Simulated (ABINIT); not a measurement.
An input for ABINIT 10.8.3 (LiCl (Fm-3m)):

```
acell 3*1.0 Angstrom
rprim 
  0.000000000000 2.571500000000 2.571500000000
  2.571500000000 0.000000000000 2.571500000000
  2.571500000000 2.571500000000 -0.000000000000
ntypat 2
znucl 3 17
natom 2
typat 1 2
xred 
  0.000000000000 0.000000000000 0.000000000000
  0.500000000000 0.500000000000 0.500000000000
pp_dirpath "pseudos"
pseudos "Li.upf, Cl.upf"
ecut 33
ngkpt 4 4 4
nshiftk 1
shiftk 0 0 0
kptopt 1
chksymbreak 0
istwfk *1
occopt 1
irdwfk 1
optdriver 4
nband 256
gwcalctyp 10
ecutsigx 33
symsigma 1
nkptgw 8
kptgw 
  0.0000000000 0.0000000000 0.0000000000
  0.2500000000 0.0000000000 0.0000000000
  0.5000000000 0.0000000000 0.0000000000
  0.2500000000 0.2500000000 0.0000000000
  0.5000000000 0.2500000000 0.0000000000
  -0.2500000000 0.2500000000 0.0000000000
  0.5000000000 0.5000000000 0.0000000000
  -0.2500000000 0.5000000000 0.2500000000
bdgw 
  1 11
  1 11
  1 11
  1 11
  1 11
  1 11
  1 11
  1 11
ecuteps 9.6
irdscr 1
ppmodel 1
irdqps 1
indata_prefix "in"
outdata_prefix "out"
tmpdata_prefix "tmp"
```

```sh
OMP_NUM_THREADS=1 mpirun -n 4 abinit run.abi > log
```

Q: Estimate wall time and host memory on 4 MPI ranks of Intel Xeon Platinum 8259CL at 2.50GHz (Skylake/Cascade Lake), shared host.

It took 16 min; on shared hardware allow 8 min to 32 min. Peak host memory was 1.4 GiB.

[Paths, hosts, dates, memory and timing lines, banners, echoed tables and standing remarks are left out of the program output.]

[Logs are printed without paths, hosts, clocks, repeated set-up lines and the standing remarks that a program may print on its own settings, such as how far it seeks lower states.]

[Runs of the session that timed out or met a known fault of the program may be left out.]

[Hosts, paths, dates, database ids (printed as entryN), source tags and the programs' standing remarks are cut or masked in the printed files.]

[G0W0 gaps are taken among the corrected bands and points alone; a level outside them can change the order at an edge.]

[Where Ansatz stands beside ABINIT at settings called matched, ABINIT's density can come from a denser mesh and the files from another edition; pairs whose starting gaps differed by over 0.03 eV were left out, so agreement reads better than it is.]
